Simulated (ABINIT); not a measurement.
Planning a run of ABINIT 10.8.3 on SiO2 (Quartz). The input:

```
acell 3*1.0 Angstrom
rprim 
  4.915799999986 0.000000000003 0.000000000000
  -2.457899999996 4.257207679910 0.000000000000
  0.000000000000 0.000000000000 5.409100000000
ntypat 2
znucl 14 8
natom 9
typat 1 1 1 2 2 2 2 2 2
xred 
  0.530300000000 0.000000000000 0.333333333333
  0.000000000000 0.530300000000 0.666666666667
  0.469700000000 0.469700000000 -0.000000000000
  0.146200000000 0.414200000000 0.881000000000
  0.585800000000 0.732000000000 0.214333333333
  0.268000000000 0.853800000000 0.547666666667
  0.414200000000 0.146200000000 0.119000000000
  0.732000000000 0.585800000000 0.785666666667
  0.853800000000 0.268000000000 0.452333333333
pp_dirpath "pseudos"
pseudos "Si.upf, O.upf"
ecut 36
ngkpt 3 3 2
nshiftk 1
shiftk 0 0 0
kptopt 1
chksymbreak 0
istwfk *1
occopt 1
irdwfk 1
optdriver 3
nband 93
ecuteps 4
inclvkb 2
awtr 1
symchi 1
indata_prefix "in"
outdata_prefix "out"
tmpdata_prefix "tmp"
```

```sh
OMP_NUM_THREADS=1 mpirun -n 4 abinit run.abi > log
```

**Question.** Estimate wall time and host memory on 4 MPI ranks of Arm Neoverse V1, shared host.

It took 55 s; on shared hardware allow 28 s to 1.8 min. Peak host memory was 1.6 GiB.

[Long decimals in the printed logs are rounded to 6 places.]

[Logs are printed without paths, hosts, clocks, repeated set-up lines and the standing remarks that a program may print on its own settings, such as how far it seeks lower states.]

[Paths, hosts, dates, memory and timing lines, banners, echoed tables and standing remarks are left out of the program output; an Ansatz launch command may be rebuilt from the run's recorded settings. Measured values are a selection of at most five: reports struck by readers or far from the other reports are left out. None is set beside runs whose start may be inverted or whose files or cutoffs have a known fault.]

[Runs of the session that timed out or met a known fault of the program may be left out.]

[Hosts, paths, dates, database ids (printed as entryN), source tags and the programs' standing remarks are cut or masked in the printed files.]

[G0W0 gaps are taken among the corrected bands and points alone; a level outside them can change the order at an edge.]

[Where Ansatz stands beside ABINIT at settings called matched, ABINIT's density can come from a denser mesh and the files from another edition; pairs whose starting gaps differed by over 0.03 eV were left out, so agreement reads better than it is.]
